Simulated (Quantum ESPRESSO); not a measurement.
# 1T-HfO2, 1 layer: a series in biaxial strain, part 2 of 7

Aim: how the results for 1T-HfO2, 1 layer change with biaxial strain.

Quantum ESPRESSO 7.5; plane-wave DFT, PBE, GBRV ultrasoft pseudopotentials.

So far. Step 2 (Variable-cell relaxation of the reference):  The last row is no step: it is a fresh SCF in the final cell with a new plane-wave basis, +0 meV from the row before.

## 3. Relaxation with pw.x, -4 %

m0.relax.in reads:

```
&control
  prefix = 'm0.relax'
  outdir = './out'
  pseudo_dir = './pseudo'
  nstep = 40
  forc_conv_thr = 0.0003
  calculation = 'relax'
  tstress = .true.
/
&system
  ibrav = 0
  nat = 3
  ntyp = 2
  ecutwfc = 50
  ecutrho = 250
  occupations = 'smearing'
  smearing = 'fd'
  degauss = 0.002
/
&electrons
  conv_thr = 1e-09
  mixing_beta = 0.4
  electron_maxstep = 120
  mixing_mode = 'plain'
/
&ions
/
ATOMIC_SPECIES
  O   15.9990  o_pbe_v1.2.uspp.F.UPF
  Hf  178.4900  hf_pbe_v1.uspp.F.UPF
CELL_PARAMETERS angstrom
  3.11666098272000 0.00000000000000 0.00000000000000
  -1.55833049184000 2.69910758592000 0.00000000000000
  0.00000000000000 0.00000000000000 17.51859087600000
ATOMIC_POSITIONS crystal
  O   0.666666666700 0.333333333300 0.444849503100
  Hf  0.000000000000 0.000000000000 0.500000000000
  O   0.333333333300 0.666666666700 0.555150496900
K_POINTS automatic
  12 12 1 0 0 0
```

Command:

```bash
$ OMP_NUM_THREADS=1 mpirun -n 4 pw.x -nk 4 -in m0.relax.in > m0.relax.out
```

The program printed:

```text
[banner, memory and clock lines left out]
Program PWSCF v.7.5 starts
[citation notice left out]

[...]
Message from routine setup:
[...]
bravais-lattice index     =            0
     lattice parameter (alat)  =       5.8896  a.u.
     unit-cell volume          =     994.5017 (a.u.)^3
     number of atoms/cell      =            3
     number of atomic types    =            2
     number of electrons       =        24.00
     number of Kohn-Sham states=           16
     kinetic-energy cutoff     =      50.0000  Ry
     charge density cutoff     =     250.0000  Ry
     scf convergence threshold =      1.0E-09
     mixing beta               =       0.4000
     number of iterations used =            8  plain     mixing
     energy convergence thresh.=      1.0E-04
     force convergence thresh. =      3.0E-04
     Exchange-correlation= SLA  PW   PBE  PBE
                           (   1   4   3   4   0   0   0)
     nstep                     =           40

[...]
PseudoPot. # 1 for O  read from file:
     ./pseudo/o_pbe_v1.2.uspp.F.UPF
     Pseudo is Ultrasoft + core correction, Zval =  6.0
     Generated by new atomic code, or converted to UPF format
     Using radial grid of  737 points,  5 beta functions with:
                l(1) =   0
                l(2) =   0
                l(3) =   1
                l(4) =   1
                l(5) =   2
     Q(r) pseudized with  8 coefficients,  rinner =    0.900   0.900   0.900
                                                       0.900   0.900

     PseudoPot. # 2 for Hf read from file:
     ./pseudo/hf_pbe_v1.uspp.F.UPF
     Pseudo is Ultrasoft + core correction, Zval = 12.0
     Generated by new atomic code, or converted to UPF format
     Using radial grid of  921 points,  8 beta functions with:
                l(1) =   0
                l(2) =   0
                l(3) =   0
                l(4) =   1
                l(5) =   1
                l(6) =   2
                l(7) =   2
                l(8) =   3
     Q(r) pseudized with  6 coefficients,  rinner =    1.200   1.200   1.200
                                                       1.200   1.200   1.200
                                                       1.200

     atomic species   valence    mass     pseudopotential
     O                 6.00    15.99900     O ( 1.00)
     Hf               12.00   178.49000     Hf( 1.00)

     12 Sym. Ops., with inversion, found

[...]
number of k points=    19  Fermi-Dirac smearing, width (Ry)=  0.0020
[...]
Dense  grid:    66425 G-vectors     FFT dimensions: (  30,  30, 180)

     Smooth grid:    47447 G-vectors     FFT dimensions: (  27,  27, 150)

     Check: negative core charge=   -0.000007

     Initial potential from superposition of free atoms

     starting charge      22.0000, renormalised to      24.0000

     negative rho (up, down):  1.187E-01 0.000E+00
     Starting wfcs are   21 randomized atomic wfcs

     per-process dynamical memory:    58.7 Mb

     Self-consistent Calculation

     iteration #  1     ecut=    50.00 Ry     beta= 0.40
     Davidson diagonalization with overlap
     ethr =  1.00E-02,  avg # of iterations =  6.7

     negative rho (up, down):  1.150E-01 0.000E+00

     total energy              =    -223.89587089 Ry
     estimated scf accuracy    <       0.95387583 Ry

     iteration #  2     ecut=    50.00 Ry     beta= 0.40
[...]
negative rho (up, down):  1.145E-01 0.000E+00

[...]
total energy              =    -223.96914275 Ry
     estimated scf accuracy    <       0.15474999 Ry

     iteration #  3     ecut=    50.00 Ry     beta= 0.40
[...]
negative rho (up, down):  1.155E-01 0.000E+00

[...]
total energy              =    -223.97662679 Ry
     estimated scf accuracy    <       0.02101568 Ry

     iteration #  4     ecut=    50.00 Ry     beta= 0.40
[...]
negative rho (up, down):  1.165E-01 0.000E+00

[...]
total energy              =    -223.98051274 Ry
     estimated scf accuracy    <       0.00100378 Ry

     iteration #  5     ecut=    50.00 Ry     beta= 0.40
[...]
negative rho (up, down):  1.170E-01 0.000E+00

[...]
total energy              =    -223.98068111 Ry
     estimated scf accuracy    <       0.00018341 Ry

     iteration #  6     ecut=    50.00 Ry     beta= 0.40
[...]
negative rho (up, down):  1.170E-01 0.000E+00

[...]
total energy              =    -223.98068731 Ry
     estimated scf accuracy    <       0.00014638 Ry

[...]
iteration #  9     ecut=    50.00 Ry     beta= 0.40
[...]
negative rho (up, down):  1.171E-01 0.000E+00

[...]
total energy              =    -223.98072996 Ry
     estimated scf accuracy    <          2.9E-09 Ry

     iteration # 10     ecut=    50.00 Ry     beta= 0.40
[...]
negative rho (up, down):  1.171E-01 0.000E+00

[...]
total energy              =    -223.98072996 Ry
     estimated scf accuracy    <       0.00000004 Ry

     iteration # 11     ecut=    50.00 Ry     beta= 0.40
[...]
negative rho (up, down):  1.171E-01 0.000E+00

[...]
total energy              =    -223.98072997 Ry
     estimated scf accuracy    <          3.2E-09 Ry

     iteration # 12     ecut=    50.00 Ry     beta= 0.40
[...]
negative rho (up, down):  1.171E-01 0.000E+00

[...]
End of self-consistent calculation

          k = 0.0000 0.0000 0.0000 (  6003 PWs)   bands (ev):

   -63.2671 -32.3156 -31.7107 -31.7107 -21.1382 -18.8941  -7.6058  -7.6058
    -7.3779  -4.5789  -3.9860  -3.9860   1.8690   2.4604   3.3590   3.4235

          k = 0.0000 0.0962 0.0000 (  5989 PWs)   bands (ev):

   -63.2628 -32.2969 -31.8041 -31.7262 -20.9901 -18.9906  -7.5753  -7.5082
    -7.2764  -4.4860  -4.2734  -4.0949   1.8361   2.0612   2.6789   3.4862

[...]
the Fermi energy is    -1.0339 ev

!    total energy              =    -223.98072997 Ry
     estimated scf accuracy    <          1.4E-10 Ry
     smearing contrib. (-TS)   =       0.00000000 Ry
     internal energy E=F+TS    =    -223.98072997 Ry

[...]
Forces acting on atoms (cartesian axes, Ry/au):

     atom    1 type  1   force =    -0.00000000   -0.00000000   -0.02804668
     atom    2 type  2   force =     0.00000000    0.00000000    0.00000000
     atom    3 type  1   force =    -0.00000000   -0.00000000    0.02804668

     Total force =     0.039664     Total SCF correction =     0.000049

     Computing stress (Cartesian axis) and pressure

     negative rho (up, down):  1.172E-01 0.000E+00
          total   stress  (Ry/bohr**3)                   (kbar)     P=       49.28
   0.00044952   0.00000000  -0.00000000           66.13        0.00       -0.00
   0.00000000   0.00044952  -0.00000000            0.00       66.13       -0.00
   0.00000000   0.00000000   0.00010592            0.00        0.00       15.58

     Energy error            =      3.8E-03 Ry
     Gradient error          =      2.8E-02 Ry/Bohr

     number of scf cycles    =   2
     number of bfgs steps    =   1

     energy             old  =    -223.9807299677 Ry
     energy             new  =    -223.9845440345 Ry

     CASE: energy            _new < energy            _old

     new trust radius        =       0.0542848589 bohr
     new conv_thr            =       0.0000000004 Ry

ATOMIC_POSITIONS (crystal)
O                0.6666666667        0.3333333333        0.4417190494
Hf               0.0000000000       -0.0000000000        0.5000000000
O                0.3333333333        0.6666666667        0.5582809506

[...]
NEW-OLD atomic charge density approx. for the potential

     Check: negative core charge=   -0.000007

     negative rho (up, down):  1.175E-01 0.000E+00

     per-process dynamical memory:    91.8 Mb

     Self-consistent Calculation

     iteration #  1     ecut=    50.00 Ry     beta= 0.40
     Davidson diagonalization with overlap
     ethr =  1.00E-06,  avg # of iterations =  7.9

     negative rho (up, down):  1.173E-01 0.000E+00

     total energy              =    -223.98621919 Ry
     estimated scf accuracy    <       0.00111125 Ry

[...]
iteration #  7     ecut=    50.00 Ry     beta= 0.40
[...]
negative rho (up, down):  1.173E-01 0.000E+00

[...]
End of self-consistent calculation

[...]
the Fermi energy is    -1.4564 ev

!    total energy              =    -223.98635187 Ry
     estimated scf accuracy    <          3.6E-10 Ry
     smearing contrib. (-TS)   =       0.00000000 Ry
     internal energy E=F+TS    =    -223.98635187 Ry

     The total energy is F=E-TS. E is the sum of the following terms:
     one-electron contribution =    -944.59709701 Ry
     hartree contribution      =     473.72511356 Ry
     xc contribution           =     -90.60455693 Ry
     ewald contribution        =     337.49018851 Ry

     convergence has been achieved in   7 iterations

     negative rho (up, down):  1.173E-01 0.000E+00

     Forces acting on atoms (cartesian axes, Ry/au):

     atom    1 type  1   force =    -0.00000000    0.00000000   -0.00539215
     atom    2 type  2   force =     0.00000000    0.00000000    0.00000000
     atom    3 type  1   force =     0.00000000    0.00000000    0.00539215

     Total force =     0.007626     Total SCF correction =     0.000076

     Computing stress (Cartesian axis) and pressure

     negative rho (up, down):  1.173E-01 0.000E+00
          total   stress  (Ry/bohr**3)                   (kbar)     P=       38.44
   0.00038141   0.00000000   0.00000000           56.11        0.00        0.00
   0.00000000   0.00038141   0.00000000            0.00       56.11        0.00
   0.00000000   0.00000000   0.00002111            0.00        0.00        3.11

     Energy error            =      1.8E-03 Ry
     Gradient error          =      5.4E-03 Ry/Bohr

     number of scf cycles    =   3
     number of bfgs steps    =   2

     energy             old  =    -223.9845440345 Ry
     energy             new  =    -223.9863518729 Ry

     CASE: energy            _new < energy            _old

     new trust radius        =       0.0129206950 bohr
     new conv_thr            =       0.0000000002 Ry

ATOMIC_POSITIONS (crystal)
O                0.6666666667        0.3333333333        0.4413287590
Hf               0.0000000000       -0.0000000000        0.5000000000
O                0.3333333333        0.6666666667        0.5586712410

[...]
NEW-OLD atomic charge density approx. for the potential

     Check: negative core charge=   -0.000007

     negative rho (up, down):  1.173E-01 0.000E+00

     per-process dynamical memory:    91.8 Mb

     Self-consistent Calculation

     iteration #  1     ecut=    50.00 Ry     beta= 0.40
     Davidson diagonalization with overlap
     ethr =  1.00E-06,  avg # of iterations =  3.3

     negative rho (up, down):  1.173E-01 0.000E+00

     total energy              =    -223.98641592 Ry
     estimated scf accuracy    <       0.00005968 Ry

[...]
iteration #  7     ecut=    50.00 Ry     beta= 0.40
[...]
negative rho (up, down):  1.173E-01 0.000E+00

[...]
End of self-consistent calculation

          k = 0.0000 0.0000 0.0000 (  6003 PWs)   bands (ev):

   -63.6307 -32.6087 -32.0400 -32.0400 -21.1019 -19.1141  -7.5180  -7.4026
    -7.4026  -4.6681  -4.1539  -4.1539   1.5436   1.5436   2.3434   3.2833

          k = 0.0000 0.0962 0.0000 (  5989 PWs)   bands (ev):

   -63.6265 -32.5908 -32.1252 -32.0547 -20.9698 -19.1968  -7.4364  -7.3821
    -7.3145  -4.5766  -4.4321  -4.2579   1.4807   1.7292   2.5693   3.3629

[...]
the Fermi energy is    -1.5102 ev

!    total energy              =    -223.98642297 Ry
     estimated scf accuracy    <          8.4E-11 Ry
     smearing contrib. (-TS)   =       0.00000000 Ry
     internal energy E=F+TS    =    -223.98642297 Ry

     The total energy is F=E-TS. E is the sum of the following terms:
     one-electron contribution =    -942.95055679 Ry
     hartree contribution      =     472.87889502 Ry
     xc contribution           =     -90.59341582 Ry
     ewald contribution        =     336.67865462 Ry

     convergence has been achieved in   7 iterations

     negative rho (up, down):  1.173E-01 0.000E+00

     Forces acting on atoms (cartesian axes, Ry/au):

     atom    1 type  1   force =    -0.00000000   -0.00000000   -0.00011953
     atom    2 type  2   force =    -0.00000000    0.00000000    0.00000000
     atom    3 type  1   force =     0.00000000   -0.00000000    0.00011953

     Total force =     0.000169     Total SCF correction =     0.000043
     SCF correction compared to forces is large: reduce conv_thr to get better values

     Computing stress (Cartesian axis) and pressure

     negative rho (up, down):  1.173E-01 0.000E+00
          total   stress  (Ry/bohr**3)                   (kbar)     P=       35.94
   0.00036613   0.00000000   0.00000000           53.86        0.00        0.00
   0.00000000   0.00036613   0.00000000            0.00       53.86        0.00
  -0.00000000  -0.00000000   0.00000063           -0.00       -0.00        0.09

     Energy error            =      7.1E-05 Ry
     Gradient error          =      1.2E-04 Ry/Bohr

     bfgs converged in   4 scf cycles and   3 bfgs steps
     (criteria: energy <  1.0E-04 Ry, force <  3.0E-04 Ry/Bohr)

     End of BFGS Geometry Optimization

     Final energy             =    -223.9864229717 Ry

     File ./out/m0.relax.bfgs deleted, as requested
Begin final coordinates

ATOMIC_POSITIONS (crystal)
O                0.6666666667        0.3333333333        0.4413287590
Hf               0.0000000000       -0.0000000000        0.5000000000
O                0.3333333333        0.6666666667        0.5586712410
End final coordinates

[...]
```

Elapsed: 81 s, on 4 MPI ranks of Intel Xeon Platinum 8259CL at 2.50GHz (Skylake/Cascade Lake), shared host; peak memory 0.86 GiB.

Relaxation path:

| step | energy less that of the first step (eV) | largest force (eV/Å) |
| --- | --- | --- |
| 1 | 0.0000 | 1.2688 |
| 2 | -0.0519 | 0.7211 |
| 3 | -0.0765 | 0.1386 |
| 4 | -0.0775 | 0.0031 |

The atoms that moved most (Å):

| atom | dx | dy | dz | length |
| --- | --- | --- | --- | --- |
| O1 | 0.000 | 0.000 | -0.062 | 0.062 |
| O3 | 0.000 | 0.000 | 0.062 | 0.062 |

Final coordinates:

```xyz
3
Lattice="3.1167 0.0000 0.0000 -1.5583 2.6991 0.0000 0.0000 0.0000 17.5186" Properties=species:S:1:pos:R:3
O     1.5583    0.8997    7.7315
Hf    0.0000    0.0000    8.7593
O     0.0000    1.7994    9.7871
```

The relaxation lowers the energy by 26 meV an atom.

This step gave:

```
free energy  : -3047.4905 eV
Fermi energy : -1.510 eV
```

[end of part 2 of 7]

[Logs are printed without paths, hosts, clocks, repeated set-up lines and the standing remarks that a program may print on its own settings, such as how far it seeks lower states.]

[Hosts, paths, dates, database ids (printed as entryN), source tags and the programs' standing remarks are cut or masked in the printed files.]

[Maps of the electrostatic potential energy from Ansatz leave out the sawtooth potential of an applied field or a dipole correction, so their vacuum need not be flat; planar profiles and work functions include it.]
